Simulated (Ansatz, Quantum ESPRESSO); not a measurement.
**CdF2 (Fm-3m): from Born charge to LO-TO splitting**

Aim: work out the LO frequency and the static dielectric constant of CdF2 (Fm-3m) from one linear-response run, then check them.

Calculated with Quantum ESPRESSO 7.5; DFT LDA, scalar-relativistic, plane waves, GBRV ultrasoft pseudopotentials.

### Step 1. The relaxed structure

The structure is cubic, space group Fm-3m (No. 225). Conventional cell: a = 5.307 Å, b = 5.307 Å, c = 5.307 Å, α = 90.00°, β = 90.00°, γ = 90.00°. Nearest to Cd lie 8 F at 2.30 Å. F has 4 Cd at 2.30 Å nearest. Farther neighbours and most contacts between anions are not listed.

Structure file:

```
Cd F
1.0
    -2.65375    0.00000    2.65375
     0.00000    2.65375    2.65375
    -2.65375    2.65375    0.00000
Cd F
1 2
Direct
  0.00000 0.00000 0.00000
  0.75000 0.75000 0.75000
  0.25000 0.25000 0.25000
```

This is the cell after its relaxation at this level of theory, not the database cell from which that began.

### Step 2. What the response run gave

A linear-response run on the relaxed cell, with the response to an electric field; only its zone-centre results are used. Cutoff 45 Ry, k mesh 8×8×8.

What it wrote:

```text
[banners, grids, parts of the stress and lines that vanish by symmetry left out]
Program PHONON v.7.5
     Reading xml data from directory:

[...]
Exchange-correlation= PZ
                           (   1   1   0   0   0   0   0)
[...]
kinetic-energy cut-off    =      45.0000  Ry
     charge density cut-off    =     270.0000  Ry
     convergence threshold     =      1.0E-18
[...]
Exchange-correlation= PZ
                           (   1   1   0   0   0   0   0)
[...]
q = (   0.0000000   0.0000000   0.0000000 )
     49 Sym.Ops. (with q -> -q+G )
     G cutoff =  343.9945  (  18883 G-vectors)     FFT grid: ( 40, 40, 40)
     G cutoff =  229.3297  (  10177 G-vectors)  smooth grid: ( 32, 32, 32)
     number of k points=    29
[...]
Mode symmetry, O_h (m-3m)  point group:
[...]
Dielectric constant
[...]
End of electric fields calculation
          Dielectric constant in cartesian axis
          (       2.927309427      -0.000000000       0.000000000 )
          (      -0.000000000       2.927309427      -0.000000000 )
          (       0.000000000      -0.000000000       2.927309427 )
          Effective charges (d Force / dE) in cartesian axis without acoustic sum rule applied (asr)
           atom    1  Cd    Mean Z*:        2.44857
      Ex  (        2.44857        0.00000        0.00000 )
      Ey  (        0.00000        2.44857        0.00000 )
      Ez  (        0.00000        0.00000        2.44857 )
           atom    2  F     Mean Z*:       -1.22381
      Ex  (       -1.22381        0.00000       -0.00000 )
      Ey  (        0.00000       -1.22381       -0.00000 )
      Ez  (       -0.00000       -0.00000       -1.22381 )
           atom    3  F     Mean Z*:       -1.22381
      Ex  (       -1.22381        0.00000        0.00000 )
      Ey  (        0.00000       -1.22381       -0.00000 )
      Ez  (        0.00000       -0.00000       -1.22381 )
          Effective charges Sum: Mean:        0.00094
[...]
Effective charges (d Force / dE) in cartesian axis with asr applied:
           atom    1  Cd    Mean Z*:        2.44825
[...]
atom    2  F     Mean Z*:       -1.22413
[...]
atom    3  F     Mean Z*:       -1.22413
[...]
Representation #   1 modes #   1   2   3
[...]
End of self-consistent calculation
     Convergence has been achieved
     Representation #   2 modes #   4   5   6
[...]
End of self-consistent calculation
     Convergence has been achieved
     Representation #   3 modes #   7   8   9
[...]
End of self-consistent calculation
     Convergence has been achieved
[...]
Dielectric constant in cartesian axis
          (       2.927309427      -0.000000000       0.000000000 )
          (      -0.000000000       2.927309427      -0.000000000 )
          (       0.000000000      -0.000000000       2.927309427 )
          Effective charges (d Force / dE) in cartesian axis without acoustic sum rule applied (asr)
           atom    1  Cd    Mean Z*:        2.44857
      Ex  (        2.44857        0.00000        0.00000 )
      Ey  (        0.00000        2.44857        0.00000 )
      Ez  (        0.00000        0.00000        2.44857 )
           atom    2  F     Mean Z*:       -1.22381
      Ex  (       -1.22381        0.00000       -0.00000 )
      Ey  (        0.00000       -1.22381       -0.00000 )
      Ez  (       -0.00000       -0.00000       -1.22381 )
           atom    3  F     Mean Z*:       -1.22381
      Ex  (       -1.22381        0.00000        0.00000 )
      Ey  (        0.00000       -1.22381       -0.00000 )
      Ez  (        0.00000       -0.00000       -1.22381 )
          Effective charges Sum: Mean:        0.00094
[...]
Effective charges (d Force / dE) in cartesian axis with asr applied:
           atom    1  Cd    Mean Z*:        2.44825
[...]
atom    2  F     Mean Z*:       -1.22413
[...]
atom    3  F     Mean Z*:       -1.22413
[...]
q = (    0.000000000   0.000000000   0.000000000 )
[...]
freq (    1) =      -0.274487 [THz] =      -9.155886 [cm-1]
     freq (    2) =      -0.274487 [THz] =      -9.155886 [cm-1]
     freq (    3) =      -0.274487 [THz] =      -9.155886 [cm-1]
     freq (    4) =       7.178663 [THz] =     239.454431 [cm-1]
     freq (    5) =       7.178663 [THz] =     239.454431 [cm-1]
     freq (    6) =       7.178663 [THz] =     239.454431 [cm-1]
     freq (    7) =       9.531844 [THz] =     317.948106 [cm-1]
     freq (    8) =       9.531844 [THz] =     317.948106 [cm-1]
     freq (    9) =       9.531844 [THz] =     317.948106 [cm-1]
[...]
Mode symmetry, O_h (m-3m)  point group:
     freq (   1-   3) =         -9.2  [cm-1]   --> T_1u G_15  G_4- I
     freq (   4-   6) =        239.5  [cm-1]   --> T_1u G_15  G_4- I
     freq (   7-   9) =        317.9  [cm-1]   --> T_2g G_25' G_5+ R

   JOB DONE.
```

```tsv
quantity	value
cell volume Ω (Å³)	37.377
mass of Cd (u)	112.414
mass of F (u)	18.998
Born charge of Cd, raw (e)	2.449
Born charge of F, raw (e)	-1.224
ε∞	2.927
ω(TO) after the sum rule (cm⁻¹)	239.8
```

### Step 3. The calculation

The charges must sum to zero over the cell; taking off their mean, 0.000 e, leaves Z* = 2.448 e on Cd. In the polar mode Cd moves against the two F, so the reduced mass is μ = 112.41 × 38.00 / 150.41 = 28.398 u.

A longitudinal wave builds up a field that adds to the restoring force: ω(LO)² = ω(TO)² + 4π Z*² / (μ Ω ε∞), in Hartree atomic units. With μ = 51766 electron masses and Ω = 252.24 bohr³ the second term is 1.9706e-06 Ha², or 94924 cm⁻² (1 Ha = 219474.6 cm⁻¹).

So ω(LO) = √(57490 + 94924) = 390.4 cm⁻¹, and by the Lyddane-Sachs-Teller relation ε₀ = ε∞ (ω(LO)/ω(TO))² = 7.76.

### Step 4. Check against the program

The analysis program adds the same non-analytic term to the full matrix, here for q along (1 0 0).

What it wrote:

```text
[banners, grids, parts of the stress and lines that vanish by symmetry left out]
[banner, memory and clock lines left out]
Program DYNMAT v.7.5

     Reading Dynamical Matrix from file g.dyn
     ...Force constants read
     ...epsilon and Z* read

     Polarizability (A^3 units)
     multiply by 0.608852 for Clausius-Mossotti correction
         5.732594   -0.000000    0.000000
        -0.000000    5.732594   -0.000000
         0.000000   -0.000000    5.732594

     IR activities are in (D/A)^2/amu units

# mode   [cm-1]    [THz]      IR
    1     -0.00   -0.0000    0.0000
    2     -0.00   -0.0000    0.0000
[...]
8    318.24    9.5405    0.0000
    9    390.40   11.7038    4.8696

[end of the log left out, with the tail of the file of modes that dynmat.x writes under the same name]
```

ε₀ comes from the program's run without a direction of q.

```tsv
quantity	by hand	program
ω(LO) (cm⁻¹)	390.4	390.4
ε₀	7.76	7.76
```

### Step 5. What came out

```
TO mode                    : 239.8 cm⁻¹
LO mode                    : 390.4 cm⁻¹
static dielectric constant : 7.761
```

What this shows: The LO mode of CdF2 (Fm-3m) lies at 390 cm⁻¹, 151 cm⁻¹ above the TO mode; the formula meets the program within 0.1 cm⁻¹, as it must for a cubic crystal with one polar mode. ω(LO)² − ω(TO)² goes with Z*²/ε∞: an error of 5 % in ε∞ would move the LO mode by 5.8 cm⁻¹, and semilocal functionals tend to overestimate ε∞. These are harmonic values at zero temperature, at the volume of this functional, for the structure held cubic; stability elsewhere in the zone is no part of this calculation.

[Host names and launcher messages were left out of these logs when they were recorded.]

[Logs are printed without paths, hosts, clocks, repeated set-up lines and the standing remarks that a program may print on its own settings, such as how far it seeks lower states.]

[Hosts, paths, dates, database ids (printed as entryN), source tags and the programs' standing remarks are cut or masked in the printed files.]
